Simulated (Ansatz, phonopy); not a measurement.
# Grüneisen parameters and expansion of Rh (Rhodium, Fm-3m), part 3 of 3

Aim: how the vibrations of Rhodium shift with volume, and the expansion that follows.

Ansatz 0.2.0; DFT PBEsol, scalar-relativistic, plane waves, PAW.

So far. Step 10 (Single point at a scaled cell, V/V0 1.03): The run ends at a pressure of -8.12 GPa. Step 11 (Phonons, V/V0 1.03): No mode is imaginary beyond numerical noise at the solved wavevectors.

The database entry behind the starting cell differs from later determinations by our own check (an axis about 0.2 % short against later determinations), so it need not match the best structure at ambient conditions.

### 12. Single point at a scaled cell, V/V0 0.97

Symmetry fixes every atom, so a single point at the scaled cell gives the energy and pressure of this member.

Input file input.yaml:

```yaml
crystal:
  lattice:
    - [0.0, 1.8707077676, 1.8707077676]
    - [1.8707077676, 0.0, 1.8707077676]
    - [1.8707077676, 1.8707077676, 0.0]
  atoms:
    - { symbol: Rh, position: [0.0, 0.0, 0.0] }
kpoints:
  mp_grid: { grid: [20, 20, 20] }
hamiltonian:
  xc: pbesol
scf:
  occupations: { method: methfessel_paxton, width: 0.2 }
output:
  forces: true
  stress: true
  eigenvalues: true
  write_density: true
  write_potential: true
  elf: true
  volumetric_format: npy
```

Started as:

```
$ ansatz run input.yaml --threads 4 --pin off --max-ram 8192MiB --backend cpu --events-out ev --progress --plain --runs-dir out
```

Numbers of over 12 decimals in the logs are rounded to 6 here.

Output:

```text
[...]
Crystal: 1 atoms, lattice volume = 13.093 Å³
Basis set: ecut = 420 eV, 259 PW (Γ), exchange–correlation on 36×36×36 points (8 copies of the dense FFT grid, shifted against one another)
Bands: 13, of which v1, the nominal top of the filled ones, is band 9 counted from 1 (8 counted from 0)
Symmetry: 48 space group operations
[...]
k-points: 256 of 8000
[...]
--- Band table (eV; the first three rows and the last of 256) ---
  k-point 0: bands = [... 5 lower, 20.3406, 20.3406, 20.3406, 22.6225, 22.6225, 39.3491, 44.9371, 44.9371]
  k-point 1: bands = [... 5 lower, 20.2909, 20.3836, 20.3836, 22.5972, 22.5972, 39.5092, 44.3943, 45.0958]
  k-point 2: bands = [... 5 lower, 20.1621, 20.4997, 20.4997, 22.5381, 22.5381, 39.9525, 43.1912, 45.5594]
  k-point 255: bands = [... 5 lower, 19.5659, 19.5659, 22.3689, 24.7730, 33.6147, 33.6147, 35.2938, 36.7801]
[key lines of the parts left out:]
SCF converged after 5 iterations
Free energy (F): -6338.734337 eV
Fermi energy:    23.686452 eV
P = ⅓ Tr σ = 9.7486 GPa (97.486 kbar)
```

Wall time 1.1 s (4 threads of Arm Neoverse V1, shared host); peak memory 0.31 GiB.

The run ends at a pressure of 9.75 GPa.

### 13. Lattice dynamics at this volume, V/V0 0.97

Phonons at this volume give one point of F(V, T); meshes stay fixed along the series.

input.yaml, the sections that differ from step 12:

```yaml
output:
  eigenvalues: true
phonons:
  method: dfpt
  qmesh: [4, 4, 4]
  temperatures: { t_max: 1000, t_step: 50 }
  qpath:
    path:
      - [[0.0, 0.0, 0.0], [0.5, 0.0, 0.5], [0.625, 0.25, 0.625]]
      - [[0.375, 0.375, 0.75], [0.0, 0.0, 0.0], [0.5, 0.5, 0.5], [0.5, 0.25, 0.75], [0.5, 0.0, 0.5]]
    npoints: 10
# crystal, kpoints, hamiltonian, scf: as in step 12
```

Output:

```text
[...]
Crystal: 1 atoms, lattice volume = 13.093 Å³
Basis set: ecut = 420 eV, 259 PW (Γ), exchange–correlation on 36×36×36 points (8 copies of the dense FFT grid, shifted against one another)
Bands: 13, of which v1, the nominal top of the filled ones, is band 9 counted from 1 (8 counted from 0)
Symmetry: 48 space group operations
k-points: 256 of 8000
[...]
k-point 255: bands = [... 5 lower, 19.5658, 19.5658, 22.3688, 24.7729, 33.6147, 33.6147, 35.2938, 36.7801]
[...]
ASR residual: 1.549e-4 → 0.000e0 eV/Å²; symmetrization residual: 1.516e-12 eV/Å²
  ASR residual per site (eV/Å²): 1.55e-4
  Γ frequencies (cm⁻¹): 0.00 0.00 0.00
--- Phonons (arbitrary-q DFPT): 8 irreducible q on the 4×4×4 mesh ---
[...]
interpolated dispersion: 62 rows × 3 modes
[...]
[key lines of the parts left out:]
SCF converged after 7 iterations
Free energy (F): -6338.734337 eV
Fermi energy:    23.686406 eV
```

It took 2.4 min on 4 threads; peak memory 3.5 GiB.

No mode is imaginary beyond numerical noise at the solved wavevectors.

### 14. Single point at a scaled cell, V/V0 1.05

Symmetry fixes every atom, so a single point at the scaled cell gives the energy and pressure of this member.

The cell differs from the one that the last finished run ended in (a 2.646 → 2.716 Å, b 2.646 → 2.716 Å, c 2.646 → 2.716 Å).

input.yaml, the sections that differ from step 13:

```yaml
crystal:
  lattice:
    - [0.0, 1.9207837422, 1.9207837422]
    - [1.9207837422, 0.0, 1.9207837422]
    - [1.9207837422, 1.9207837422, 0.0]
  atoms:
    - { symbol: Rh, position: [0.0, 0.0, 0.0] }
output:
  forces: true
  stress: true
  eigenvalues: true
# kpoints, hamiltonian, scf: as in step 13
# phonons: removed
```

Output:

```text
[...]
Crystal: 1 atoms, lattice volume = 14.173 Å³
Basis set: ecut = 420 eV, 283 PW (Γ), exchange–correlation on 40×40×40 points (8 copies of the dense FFT grid, shifted against one another)
Bands: 13, of which v1, the nominal top of the filled ones, is band 9 counted from 1 (8 counted from 0)
Symmetry: 48 space group operations
[...]
k-points: 256 of 8000
[...]
--- Band table (eV; the first three rows and the last of 256) ---
  k-point 0: bands = [... 5 lower, 18.4243, 18.4243, 18.4243, 20.4389, 20.4389, 37.1403, 42.3056, 42.3056]
  k-point 1: bands = [... 5 lower, 18.3811, 18.4628, 18.4628, 20.4175, 20.4175, 37.2781, 41.7646, 42.4446]
  k-point 2: bands = [... 5 lower, 18.2683, 18.5663, 18.5663, 20.3679, 20.3679, 37.6537, 40.5674, 42.8518]
  k-point 255: bands = [... 5 lower, 17.7185, 17.7185, 20.2393, 22.3239, 30.7162, 30.7162, 32.2370, 33.7092]
[key lines of the parts left out:]
SCF converged after 5 iterations
Free energy (F): -6338.718043 eV
Fermi energy:    21.383603 eV
P = ⅓ Tr σ = -12.7490 GPa (-127.490 kbar)
```

Wall time 0.88 s (4 threads); peak memory 0.31 GiB; 2.6 s of CPU time.

The run ends at a pressure of -12.75 GPa.

### 15. Phonons, V/V0 1.05

The same q-mesh and k-mesh are kept at every volume, so that much of their error can cancel in the differences.

input.yaml, the sections that differ from step 14:

```yaml
output:
  eigenvalues: true
phonons:
  method: dfpt
  qmesh: [4, 4, 4]
  temperatures: { t_max: 1000, t_step: 50 }
  qpath:
    path:
      - [[0.0, 0.0, 0.0], [0.5, 0.0, 0.5], [0.625, 0.25, 0.625]]
      - [[0.375, 0.375, 0.75], [0.0, 0.0, 0.0], [0.5, 0.5, 0.5], [0.5, 0.25, 0.75], [0.5, 0.0, 0.5]]
    npoints: 10
# crystal, kpoints, hamiltonian, scf: as in step 14
```

Output:

```text
[...]
Crystal: 1 atoms, lattice volume = 14.173 Å³
Basis set: ecut = 420 eV, 283 PW (Γ), exchange–correlation on 40×40×40 points (8 copies of the dense FFT grid, shifted against one another)
Bands: 13, of which v1, the nominal top of the filled ones, is band 9 counted from 1 (8 counted from 0)
Symmetry: 48 space group operations
k-points: 256 of 8000
[...]
k-point 255: bands = [... 5 lower, 17.7185, 17.7185, 20.2392, 22.3238, 30.7161, 30.7161, 32.2370, 33.7091]
[...]
ASR residual: 1.995e-4 → 0.000e0 eV/Å²; symmetrization residual: 1.667e-12 eV/Å²
  ASR residual per site (eV/Å²): 1.99e-4
  Γ frequencies (cm⁻¹): 0.00 0.00 0.00
--- Phonons (arbitrary-q DFPT): 8 irreducible q on the 4×4×4 mesh ---
[...]
interpolated dispersion: 62 rows × 3 modes
[...]
[key lines of the parts left out:]
SCF converged after 7 iterations
Free energy (F): -6338.718043 eV
Fermi energy:    21.383508 eV
```

Elapsed: 2.6 min, on 4 threads; peak memory 3.6 GiB; 9.9 min of CPU time.

No LO-TO term. The phonon branches at the labelled points (cm⁻¹):

```tsv
point	branch 1	branch 2	branch 3
Γ	0	0	0
halfway	124	124	191
X	173	173	208
halfway	170	173	202
U	162	179	189
jump to K	162	179	189
halfway	107	122	195
Γ	0	0	0
halfway	92	92	179
L	132	132	217
halfway	147	158	202
W	169	181	181
halfway	170	172	198
X	173	173	208
```

The phonon branches as a text plot (rows in cm⁻¹):

```
    212 |        ****                          ******
    203 |       *    ***     ***              *      **       ***
    194 |      *        **  *   *            *         **   **
    185 |                 **                             ***
    176 |            *******     *          *           ** ******
    167 |    **   ***  ***  *                          * ******
    158 |        *        ** **            *          * *
    149 |                   *                        ***
    140 |       *            ***  **               ***
    131 |   *                                   ****
    122 |      *               **         *    *
    113 |                                     *
    104 |    **                 **  *        *
     95 |  *                                *
     86 |                        *       *
     77 |   *                     **       *
     68 |                         **
     59 |                           *     *
     50 | **                        **
     41 |                               **
     32 |                            *
     23 | *                          *  *
     14 |
      5 |*                            **
         Γ           X  U|K            Γ         L        W     X
```

No mode is imaginary beyond numerical noise at the solved wavevectors.

### 16. Mode Grüneisen parameters

This step: DFT PBEsol, scalar-relativistic, plane waves, PAW (phonopy 4.10.0).

Numbers from this step:

```
share of modes with a negative Grüneisen parameter : 0
```

Mean Grüneisen, by row:

```tsv
T (K)	heat-capacity-weighted mean	root mean square
50	2.156	2.173
100	2.261	2.28
200	2.299	2.317
300	2.307	2.325
500	2.311	2.329
800	2.313	2.331
```

The mean mode Grueneisen parameter by wavenumber:

```tsv
wavenumber (cm⁻¹)	mean mode Grueneisen parameter
4.2	-
12.5	-
20.8	1.82
29.2	1.87
37.5	2.02
45.8	1.92
54.1	1.99
62.5	2
70.8	1.88
79.1	1.99
87.5	1.97
95.8	1.99
104.1	1.94
112.5	2.04
120.8	1.98
129.1	2.03
137.5	2.02
145.8	2.03
154.1	2.08
162.4	2.17
170.8	2.23
179.1	2.29
187.4	2.36
195.8	2.49
204.1	2.56
212.4	2.52
220.8	2.61
229.1	2.59
237.4	2.61
245.7	2.71
```

Volume series, by row:

```tsv
V/V0	V (Å³/atom)	pressure (GPa)	E - E0 (meV/atom)	gap (eV)	zero-point energy (meV/atom)	lowest on the path (cm⁻¹)	highest at Gamma without the LO-TO term (cm⁻¹)
0.97	13.09	9.749	11.99	0	35.8	0	-
0.985	13.3	4.652	2.918	0	34.57	0	-
1	13.5	0	0	0	33.37	0	-
1.015	13.7	-4.244	2.701	0	32.2	0	-
1.03	13.9	-8.116	10.52	0	31.06	0	-
1.05	14.17	-12.75	28.15	0	29.57	0	-
```

Grüneisen at points, by row:

```tsv
point	branch	frequency (cm⁻¹)	mode Grüneisen parameter
X	1	192.6	2.17
X	3	239.6	2.77
U	1	179.5	2.07
U	2	204.7	2.6
U	3	218.2	2.78
K	1	179.5	2.07
K	2	204.7	2.6
K	3	218.2	2.78
L	1	144.5	1.83
L	3	249.9	2.75
W	1	189.7	2.31
W	2	207.9	2.67
```

### 17. Free-energy fit

This step gave:

- volume expansion coefficient at 300 K: 23.61 1e-6/K
- isothermal bulk modulus at 300 K: 283.1 GPa
- C_P at 300 K: 23.85 J/mol-atom/K
- Grüneisen parameter at 300 K: 2.337

The energy (each curve on its own zero) by volume; values in meV/atom:

```tsv
volume (Å³/atom)	static	F at 0 K	F at 300 K	F at 1300 K
13.093	12.0	15.0	19.3	41.9
13.296	2.92	4.73	7.41	21.3
13.498	0	0.61	1.63	6.74
13.701	2.7	2.14	1.45	-2.33
13.903	10.5	8.82	6.37	-6.41
14.173	28.1	25.0	20.1	-4.9
```

Phonopy-qha, vinet fit of F(V) at each temperature; no electronic free energy. Qha vinet, by row:

```tsv
T (K)	fitted volume (Å³/atom)	alpha_V (1e-6/K)	B_T (GPa)	C_P (J/mol-atom/K)	Grueneisen
100	13.55	14.01	291.2	14.8	2.238
150	13.56	19	289.3	19.7	2.294
200	13.57	21.41	287.3	21.95	2.316
250	13.59	22.75	285.2	23.14	2.328
300	13.61	23.61	283.1	23.85	2.337
350	13.62	24.24	281	24.32	2.344
400	13.64	24.73	278.9	24.67	2.351
450	13.66	25.14	276.7	24.93	2.357
500	13.67	25.51	274.5	25.14	2.363
550	13.69	25.85	272.3	25.33	2.369
600	13.71	26.17	270.1	25.49	2.375
650	13.73	26.49	267.8	25.64	2.381
700	13.74	26.79	265.6	25.78	2.387
750	13.76	27.1	263.3	25.91	2.393
800	13.78	27.4	261	26.04	2.4
850	13.8	27.71	258.7	26.17	2.406
900	13.82	28.02	256.4	26.29	2.412
950	13.84	28.33	254	26.42	2.419
1000	13.86	28.65	251.7	26.54	2.425
1050	13.88	28.98	249.3	26.67	2.432
1100	13.9	29.31	246.9	26.79	2.439
1150	13.92	29.65	244.5	26.92	2.446
1200	13.94	30	242.1	27.05	2.453
1250	13.96	30.36	239.6	27.19	2.46
```

The volume expansion coefficient, phonopy-qha, Vinet by temperature:

temperature (K), volume expansion coefficient, phonopy-qha, Vinet (1e-6/K) and a bar from the least value:
```
       75        9.7 
      125       17.0 ##########
      150       19.0 #############
      200       21.4 #################
      250       22.8 ###################
      275       23.2 ###################
      325       23.9 ####################
      375       24.5 #####################
      400       24.7 ######################
      450       25.1 ######################
      500       25.5 #######################
      525       25.7 #######################
      575       26.0 #######################
      625       26.3 ########################
      650       26.5 ########################
      700       26.8 #########################
      725       26.9 #########################
      775       27.2 #########################
      825       27.6 ##########################
      850       27.7 ##########################
      900       28.0 ##########################
      950       28.3 ###########################
      975       28.5 ###########################
     1025       28.8 ############################
     1075       29.1 ############################
     1100       29.3 ############################
     1150       29.6 #############################
     1200       30.0 #############################
     1225       30.2 #############################
     1275       30.5 ##############################
```

The fit gives a volume expansion of 23.6 × 10⁻⁶/K at 300 K.

### 18. Results

- volume expansion coefficient at 300 K: 23.61 1e-6/K
- isothermal bulk modulus at 300 K: 283.1 GPa
- C_P at 300 K: 23.85 J/mol-atom/K
- Grüneisen parameter at 300 K: 2.337
- mean mode Grüneisen parameter at 300 K: 2.31

What this shows: Near room temperature Rhodium expands by 23.6 × 10⁻⁶/K in volume by PBEsol, with C_P = 23.9 J/(mol K) per mole of atoms and B_T = 283 GPa. The q-mesh is coarse, and the expansion can converge slowly with it. C_P at room temperature is 96 % of the classical 3R an atom. The fit leaves out the electrons' free energy, which adds to C_P and to the expansion of a metal at high temperature. The heat-capacity-weighted Grüneisen parameter goes from 2.16 at 50 K to 2.31 at 800 K. Weighting γ by the density of states and each mode's heat capacity at 300 K, modes below 80 cm⁻¹ give about 2 % of the sum of γC that drives the expansion, those up to 170 cm⁻¹ 36 % and the rest 62 %. Among the labelled points γ is largest for branch 3 at U (218 cm⁻¹, 2.8) and smallest for branch 1 at L (144 cm⁻¹, 1.8). The PAW files were made for PBE and are used here under another functional, for which the program regenerates the frozen cores.

[Logs are printed without paths, hosts, clocks, repeated set-up lines and the standing remarks that a program may print on its own settings, such as how far it seeks lower states.]

[Hosts, paths, dates, database ids (printed as entryN), source tags and the programs' standing remarks are cut or masked in the printed files.]

[A step with changed settings may run another functional than the one named; its input shows which.]

[Of the runs on displaced cells, only some may be shown.]
